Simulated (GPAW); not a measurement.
# STM contrast on 2H-TaSeTe monolayer

Aim: Tersoff-Hamann images of 2H-TaSeTe monolayer at several biases.

Main program and level: GPAW 26.7.0; GPAW, PAW setups; layer in a repeated cell with vacuum, relaxation of atoms and in-plane cell, in the first sound run; inputs show where later runs differ.

## (1) The structure

The cell holds 3 atoms: 1 Te, 1 Ta and 1 Se. Its edges and angles: a = 3.722 Å, b = 3.722 Å, c = 21.707 Å, α = 90.0°, β = 90.0°, γ = 120.0°. Vacuum lies along c.

## (2) Relaxation

Forces are removed first; all later runs use this geometry.

Contents of run.py:

```python
import json
import numpy as np
from ase import Atoms
from ase.filters import FrechetCellFilter
from ase.optimize import BFGS
from gpaw import GPAW, PW

slab = Atoms(
    ['Te', 'Ta', 'Se'],
    positions=[
        [-0.00000, 2.14905, 9.00000],
        [0.00000, 0.00000, 10.99161],
        [-0.00000, 2.14905, 12.70744]],
    cell=[[3.72226, 0.0, 0.0], [-1.86113, 3.22357, 0.0], [0.0, 0.0, 21.7074]],
    pbc=[True, True, True])

slab.calc = GPAW(mode=PW(600), xc='PBE', kpts={'size': (9, 9, 1), 'gamma': True},
                 occupations={'name': 'fermi-dirac', 'width': 0.05}, nbands='160%',
                 convergence={'density': 1e-05}, maxiter=200,
                 symmetry={'tolerance': 1e-3}, txt='slab.txt')
result = {}
# The in-plane cell is free; stress needs a cell that repeats along all three vectors
path = []
opt = BFGS(FrechetCellFilter(slab, mask=[1, 1, 0, 0, 0, 1]), maxstep=0.2)
opt.attach(lambda: path.append((slab.get_potential_energy(), slab.positions.tolist(), slab.get_forces().tolist())))
result['relaxed'] = bool(opt.run(fmax=0.02, steps=45))
result['path'] = path
result['cell'] = slab.cell.tolist()
print('in-plane lattice', slab.cell.cellpar().round(4)[[0, 1, 5]])
energy = slab.get_potential_energy()
fermi = slab.calc.get_fermi_level()
v = slab.calc.get_electrostatic_potential().mean((0, 1)) - fermi
n = slab.calc.get_pseudo_density().mean((0, 1))
L = slab.cell[2, 2]
z = np.arange(len(v)) * L / len(v)
low, high = slab.positions[:, 2].min(), slab.positions[:, 2].max()
below, above = np.interp([low - 6.8, high + 6.8], z, v)
slopes = [np.interp(x, z, np.gradient(v, z)) for x in (low - 6.8, high + 6.8)]
eps = np.array([[slab.calc.get_eigenvalues(k, s) for k in range(len(slab.calc.get_ibz_k_points()))]
                for s in range(slab.calc.get_number_of_spins())]) - fermi
top, bottom = eps[eps < 0].max(), eps[eps > 0].min()
dipole = slab.get_dipole_moment()[2]
print(f'energy {energy:.4f} eV, Fermi level {fermi:.4f} eV, dipole {dipole:.5f} e A')
print(f'potential 6.8 A off the faces, from the Fermi level: lower {below:.4f} eV, upper {above:.4f} eV')
print(f'slope of the potential there: lower {slopes[0]:.5f}, upper {slopes[1]:.5f} eV/A')
print(f'nearest levels on the mesh: {top:.4f} and {bottom:.4f} eV')
print('magnetic moment', round(slab.get_magnetic_moment(), 3))
result.update(energy=energy, fermi=fermi, dipole=dipole, below=below, above=above, slopes=slopes, edges=[top, bottom],
              z=z.tolist(), v=v.tolist(), n=n.tolist(), positions=slab.positions.tolist(),
              forces=slab.get_forces(apply_constraint=False).tolist(), moments=slab.get_magnetic_moments().tolist())
json.dump(result, open('result.json', 'w'))
```

The run is started by

```
$ OMP_NUM_THREADS=1 OPENBLAS_NUM_THREADS=1 python run.py
```

The program printed:

```text
Step          Energy          fmax
BFGS:    0      -17.902324        1.784917
BFGS:    1      -18.033668        1.458698
BFGS:    2      -18.253047        0.543997
BFGS:    3      -18.268988        0.099332
BFGS:    4      -18.269534        0.046398
BFGS:    5      -18.269646        0.046094
BFGS:    6      -18.269824        0.044466
BFGS:    7      -18.269901        0.037922
BFGS:    8      -18.269955        0.027039
BFGS:    9      -18.269973        0.011190
in-plane lattice [  3.5877   3.5877 120.    ]
energy -18.2553 eV, Fermi level -1.2543 eV, dipole -0.02037 e A
potential 6.8 A off the faces, from the Fermi level: lower 5.0040 eV, upper 5.0734 eV
slope of the potential there: lower -0.01501, upper -0.01511 eV/A
nearest levels on the mesh: -0.0013 and 0.0050 eV
magnetic moment 0.0
```

It took 4.5 min on 1 thread of Intel Xeon Platinum 8559C (Emerald Rapids), shared host; peak memory 0.36 GiB.

This step gave:

- dipole along the normal: -0.02037 e·Å
- levels nearest the Fermi level on the mesh: -0.001251, 0.005034 eV from the Fermi level

Electrostatic potential energy of an electron (without an applied field's), less the Fermi level, planar mean against z:

```csv
z (Å),"electrostatic potential energy of an electron (without an applied field's), less the Fermi level, planar mean (eV)"
0,5.04
1,5.02
2,5.01
3,4.99
4,4.98
5,4.96
6,4.94
7,4.76
8,2.01
9,-19.0
10,-3.67
11,-17.5
12,-6.18
13,-7.04
14,4.49
15,5.11
16,5.12
17,5.11
18,5.09
19,5.08
20,5.06
21,5.05
```

Pseudo valence density, planar mean against z:

```csv
z (Å),"pseudo valence density, planar mean (e/Å³)"
5.0,2.8e-5
5.5,1.1e-4
6.0,4.7e-4
6.5,0.00191
7.0,0.00791
7.5,0.0320
8.0,0.116
8.5,0.281
9.0,0.124
9.5,0.314
10.0,0.332
10.5,0.515
11.0,1.03
11.5,0.558
12.0,0.412
12.5,0.234
13.0,0.326
13.5,0.143
14.0,0.0354
14.5,0.00768
15.0,0.00165
15.5,3.6e-4
16.0,7.9e-5
```

The relaxation lowered the energy of the cell by 0.369 eV (energies extrapolated to zero smearing; the optimiser's log prints free energies). The largest force left on a free atom is 0.011 eV/Å.

## (3) The slab's potential

The work function is the vacuum plateau of the electrostatic potential less the Fermi level; a dipole layer lets the two faces have plateaus of their own.

This step: GPAW, PAW setups; slab in vacuum (GPAW 26.7.0).

The cell differs from the one that the last finished run ended in (c 21.707 → 21.495 Å).

Contents of run.py:

```python
import json
import numpy as np
from ase import Atoms
from ase.dft.stm import STM
from gpaw import GPAW, PW

slab = Atoms(
    ['Te', 'Ta', 'Se'],
    positions=[
        [0.00000, 2.07135, 9.00000],
        [-0.00000, 0.00000, 10.90486],
        [0.00000, 2.07135, 12.49525]],
    cell=[[3.58768, 0.0, 0.0], [-1.79384, 3.10702, 0.0], [0.0, 0.0, 21.4952]],
    pbc=[True, True, False])

slab.calc = GPAW(mode=PW(400), xc='PBE', kpts={'size': (9, 9, 1), 'gamma': True},
                 occupations={'name': 'fermi-dirac', 'width': 0.05}, nbands='160%',
                 convergence={'density': 1e-05}, maxiter=200,
                 poissonsolver={'dipolelayer': 'xy'},
                 symmetry={'tolerance': 1e-3}, txt='slab.txt')
result = {}
energy = slab.get_potential_energy()
fermi = slab.calc.get_fermi_level()
v = slab.calc.get_electrostatic_potential().mean((0, 1)) - fermi
n = slab.calc.get_pseudo_density().mean((0, 1))
L = slab.cell[2, 2]
z = np.arange(len(v)) * L / len(v)
low, high = slab.positions[:, 2].min(), slab.positions[:, 2].max()
below, above = np.interp([low - 6.8, high + 6.8], z, v)
slopes = [np.interp(x, z, np.gradient(v, z)) for x in (low - 6.8, high + 6.8)]
eps = np.array([[slab.calc.get_eigenvalues(k, s) for k in range(len(slab.calc.get_ibz_k_points()))]
                for s in range(slab.calc.get_number_of_spins())]) - fermi
top, bottom = eps[eps < 0].max(), eps[eps > 0].min()
dipole = slab.get_dipole_moment()[2]
print(f'energy {energy:.4f} eV, Fermi level {fermi:.4f} eV, dipole {dipole:.5f} e A')
print(f'potential 6.8 A off the faces, from the Fermi level: lower {below:.4f} eV, upper {above:.4f} eV')
print(f'slope of the potential there: lower {slopes[0]:.5f}, upper {slopes[1]:.5f} eV/A')
print(f'nearest levels on the mesh: {top:.4f} and {bottom:.4f} eV')
print('magnetic moment', round(slab.get_magnetic_moment(), 3))
result.update(energy=energy, fermi=fermi, dipole=dipole, below=below, above=above, slopes=slopes, edges=[top, bottom],
              z=z.tolist(), v=v.tolist(), n=n.tolist(), positions=slab.positions.tolist(),
              forces=slab.get_forces(apply_constraint=False).tolist(), moments=slab.get_magnetic_moments().tolist())

# Images need the states of the whole zone, up to time reversal
slab.calc = slab.calc.fixed_density(symmetry={'point_group': False}, txt='states.txt', nbands='280%',
                                    convergence={'bands': 'CBM+2.3'})
stm = STM(slab)
result['stm'] = []
for bias in [-1.5, 2.0]:
    height = high + 3.5
    current = stm.get_averaged_current(bias, height)
    x, y, h = stm.scan(bias, current)
    i, f = divmod(height / L * stm.ldos.shape[2], 1)
    I = abs((1 - f) * stm.ldos[:, :, int(i)] + f * stm.ldos[:, :, int(i) + 1])
    print(f'bias {bias} V: mean current at 3.5 A {current:.4e}, corrugation {np.ptp(h):.4f} A')
    result['stm'].append(dict(bias=bias, current=current, h=(h - high).tolist(), I=I.tolist()))
json.dump(result, open('result.json', 'w'))
```

The program printed:

```text
energy -18.2258 eV, Fermi level -1.2180 eV, dipole -0.01500 e A
potential 6.8 A off the faces, from the Fermi level: lower 4.9208 eV, upper 5.1604 eV
slope of the potential there: lower 0.00004, upper -0.00004 eV/A
nearest levels on the mesh: -0.0015 and 0.0050 eV
magnetic moment 0.0
bias -1.5 V: mean current at 3.5 A 1.3069e-05, corrugation 0.6533 A
bias 2.0 V: mean current at 3.5 A 1.6774e-05, corrugation 0.2316 A
```

The job ended after 69 s (1 thread; peak memory 0.38 GiB).

This step gave:

```yaml
dipole_along_the_normal: -0.01500 e·Å
levels_nearest_the_fermi_level_on_the_mesh: -0.001453, 0.004992 eV from the Fermi level
upper_work_function: 5.160 eV
lower_work_function: 4.921 eV
corrugation_minus_1p5: 0.6533 Å
corrugation_2: 0.2316 Å
```

The electrostatic potential energy of an electron (without an applied field's), less the Fermi level, planar mean by z:

z (Å), electrostatic potential energy of an electron (without an applied field's), less the Fermi level, planar mean (eV) and a bar from the least value:
```
        0        5.0 ##############################
        1        4.9 ##############################
        2        4.9 ##############################
        3        4.9 ##############################
        4        4.9 ##############################
        5        4.9 ##############################
        6        4.9 ##############################
        7        4.7 #############################
        8        1.1 #########################
        9      -19.6 
       10       -3.7 ###################
       11      -17.1 ###
       12       -7.5 ###############
       13       -4.3 ###################
       14        4.7 #############################
       15        5.1 ##############################
       16        5.2 ##############################
       17        5.2 ##############################
       18        5.2 ##############################
       19        5.2 ##############################
       20        5.2 ##############################
       21        5.2 ##############################
```

The pseudo valence density, planar mean oscillates, so the rows of the table below give means over windows of 1 Å about each position, cut where the curve ends. Its maxima inside the range that stand out by 2 % of the span (Å: e/Å³): 8.4: 0.279, 9.7: 0.355, 11.0: 1.04, 12.9: 0.333. Its minima: 9.0: 0.106, 9.9: 0.330, 12.5: 0.201.

The pseudo valence density, planar mean by z; means over each step:

z (Å), pseudo valence density, planar mean (e/Å³) and a bar:
```
        5       0.00 
        6       0.00 
        7       0.01 #
        8       0.16 ######
        9       0.21 ########
       10       0.39 ##############
       11       0.81 ##############################
       12       0.38 ##############
       13       0.24 #########
       14       0.04 #
       15       0.00 
       16       0.00
```

Tip height over the top atom over a1 and a2. Sample bias -1.5 V, constant current at the mean current 3.5 Å over the top atom.

Ten even steps from '0' (3.07 Å) to '9' (3.73 Å):
```
013456778877654310
134567888887654311
345778899887754322
456789999987654323
567899999987654334
678899999887654445
778999999877544445
788999998876544456
788899888765444456
778888877654444456
777777776544444456
666766655444444455
555555544444444445
444444444444444444
333333444444444433
111223445555544322
001234556666554321
001345677777654310
```
Columns: a1 from 0 to 0.944; rows upwards: a2 from 0 to 0.944.

Local density of states summed over the bias window over a1 and a2. Sample bias -1.5 V, constant height 3.5 Å over the top atom.

Ten even steps from '_' (0.51 × 1e-5 arbitrary) to '@' (2.68 × 1e-5 arbitrary):
```
____....::--==++++++++==--::....____
__....::==++****##****++==::....____
....::==++**##%%%%##**++==::....____
..::==++**%%%%@@%%%%**++==::........
::--++**%%@@@@@@@@%%**++--::........
--==**##%%@@@@@@%%##**==--::......::
==++**%%@@@@@@@@%%**++==--::....::--
==++##%%%%@@%%%%##++==--::::..::::--
==++**##%%%%##**++==--::::....::::--
==++**********++==----::......::----
====++++++++====--::::........::::--
----======------::::..........::::--
::::::::::::::::::............::::::
....................................
................::::::::::::........
________......::::::--::::::......__
________....::------------::....____
______....::--==========--::....____
```
Columns: a1 from 0 to 0.944; rows upwards: a2 from 0 to 0.944.

Tip height over the top atom over a1 and a2. Sample bias 2 V, constant current at the mean current 3.5 Å over the top atom.

Values in Å, 12 rows by 16 columns, each cell a mean:
```
3.39 3.40 3.43 3.47 3.50 3.53 3.55 3.56 3.56 3.55 3.52 3.49 3.45 3.42 3.40 3.39
3.41 3.44 3.48 3.51 3.55 3.57 3.58 3.59 3.58 3.56 3.53 3.50 3.46 3.42 3.40 3.40
3.45 3.49 3.53 3.56 3.58 3.60 3.61 3.60 3.58 3.56 3.53 3.49 3.46 3.43 3.42 3.42
3.49 3.53 3.56 3.58 3.60 3.61 3.61 3.60 3.58 3.55 3.52 3.49 3.45 3.44 3.44 3.46
3.52 3.55 3.58 3.60 3.61 3.61 3.60 3.59 3.56 3.53 3.50 3.47 3.45 3.45 3.46 3.49
3.53 3.56 3.58 3.59 3.59 3.59 3.58 3.56 3.54 3.51 3.48 3.46 3.45 3.46 3.47 3.50
3.53 3.54 3.55 3.56 3.56 3.55 3.54 3.52 3.49 3.47 3.46 3.45 3.45 3.46 3.48 3.50
3.50 3.51 3.52 3.52 3.52 3.51 3.50 3.48 3.47 3.46 3.45 3.44 3.45 3.46 3.47 3.49
3.46 3.46 3.46 3.46 3.46 3.46 3.46 3.45 3.45 3.45 3.45 3.45 3.45 3.45 3.45 3.46
3.42 3.42 3.42 3.42 3.43 3.44 3.44 3.45 3.46 3.46 3.46 3.46 3.45 3.44 3.43 3.43
3.39 3.39 3.39 3.40 3.42 3.44 3.46 3.48 3.49 3.49 3.48 3.47 3.45 3.43 3.41 3.40
3.38 3.39 3.40 3.42 3.45 3.48 3.50 3.52 3.52 3.52 3.51 3.48 3.45 3.42 3.40 3.39
```
Columns: a1 from 0 to 0.944; rows upwards: a2 from 0 to 0.944.

Local density of states summed over the bias window over a1 and a2. Sample bias 2 V, constant height 3.5 Å over the top atom.

Ten even steps from '0' (1.34 × 1e-5 arbitrary) to '9' (2.26 × 1e-5 arbitrary):
```
000123455554321000
001245667665421000
012456788765421000
124568898865421101
235689999865321111
346789998764321112
456899998654321123
457889887543221223
456788765432222223
456666654332212233
445555443222112223
334443332221112223
222222222211112222
111111111222221111
000011112222221111
000001122232221100
000011233333321100
000012344444321000
```
Columns: a1 from 0 to 0.944; rows upwards: a2 from 0 to 0.944.

The potential is flat to 4.4e-5 eV/Å where it is read, so the vacuum is wide enough.

## (4) Results

```
work function, upper and lower face : 5.160 and 4.921 eV
dipole along the normal             : -0.0150 e Å
corrugation at -1.5 V               : 0.653 Å
corrugation at 2 V                  : 0.232 Å
```

The corrugation at constant current is largest at -1.5 V, where the tip height varies by 0.65 Å over the cell. Negative sample bias images filled states, positive bias empty ones. The two faces differ by 0.24 eV, the step that the slab's dipole makes (e p/(ε0 A) gives 0.24 eV), so the dipole layer is needed. The images are of Tersoff-Hamann type: an s-wave tip, no tip-sample forces, heights closer than in a microscope. The starting lattice was a guess from atomic radii; the relaxation moved it by -4 %. The relaxation of atoms and cell ran in a fully periodic cell without the dipole layer, so the atoms of this polar layer felt a small spurious field. The cell holds an odd number of electrons, so without spin polarisation it must come out metallic and without a moment, whatever its true state. The layer's cell and atoms come from the relaxation; spin-orbit coupling and temperature are left out.

[Logs are printed without paths, hosts, clocks, repeated set-up lines and the standing remarks that a program may print on its own settings, such as how far it seeks lower states.]

[Hosts, paths, dates, database ids (printed as entryN), source tags and the programs' standing remarks are cut or masked in the printed files.]
